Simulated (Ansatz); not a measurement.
**CoSi2 (Fm-3m): the Drude term of Re ε in the infrared**

Re ε of CoSi2 (Fm-3m) at low photon energies is read from one computed spectrum; the carriers' damping was typed as γ = 0.05 eV.

Symmetry: Fm-3m, No. 225, cubic system. The conventional cell has a = 5.356 Å, b = 5.356 Å, c = 5.356 Å, α = 90.00°, β = 90.00°, γ = 90.00°. Co on site a has 8 Si at 2.32 Å as nearest neighbours. Around Si on site c lie 4 Co at 2.32 Å.

Method: Ansatz 0.2.0, PBE, independent particles, k-mesh 14×14×14 with interpolation inside its cells, Gaussian parameter 0.1 eV.

Launch of the response step: `ansatz run input.yaml --threads 4 --pin off --max-ram 8192MiB --backend cpu --events-out ev --progress --plain --runs-dir out`. The run took 15 s, on 4 threads of Arm Neoverse V1 (shared host).

| photon energy E (eV) | wavelength (µm) | Re ε |
| --- | --- | --- |
| 0.25 | 4.96 | -570.8 |
| 0.30 | 4.13 | ? |
| 0.35 | 3.54 | -281.1 |
| 0.40 | 3.10 | -211.7 |
| 0.50 | 2.48 | -135.2 |
| 0.60 | 2.07 | -105.2 |
| 0.70 | 1.77 | -85.8 |

A Drude term over a constant background gives Re ε = ε_b − ωp²/(E² + γ²), linear in 1/(E² + γ²).

Working, on the rows shown:

| x = 1/(E² + γ²) (eV⁻²) | y = Re ε |
| --- | --- |
| 15.3846 | -570.8 |
| 8 | -281.1 |
| 6.15385 | -211.7 |
| 3.9604 | -135.2 |
| 2.75862 | -105.2 |
| 2.03046 | -85.8 |

Means: x̄ = 6.3813, ȳ = -231.63. Σ(x − x̄)(y − ȳ) = -4464, Σ(x − x̄)² = 121.6. Slope = -4464 / 121.6 = -36.7; intercept = ȳ − slope · x̄ = 2.5508. The line misses the rows shown by at most 14.

Q: Predict the last column of the withheld row from the fit.

A: At x = 10.811 the line gives y = -394.19. The run gave -390.1, so the interpolation is off by 4.1, 0.8 % of the range in the table.

Refitted with all rows, the slope is -36.59 and the intercept 2.3486. These give ωp = √(−slope) = 6.05 eV, against 6.34 eV from the program's Fermi-surface sum, and an intercept of 2.3. Taking the program's Drude term off the rows leaves 47 at the lowest energy and -4 at the highest, so the background isn't constant: interband transitions lie in or near the window, and neither fitted number can be trusted. The cell comes from an older database entry, whose edges can be off by a per cent or so. The values come from a sum over the points of one k-mesh and carry its error, which is largest for Fermi-surface quantities.
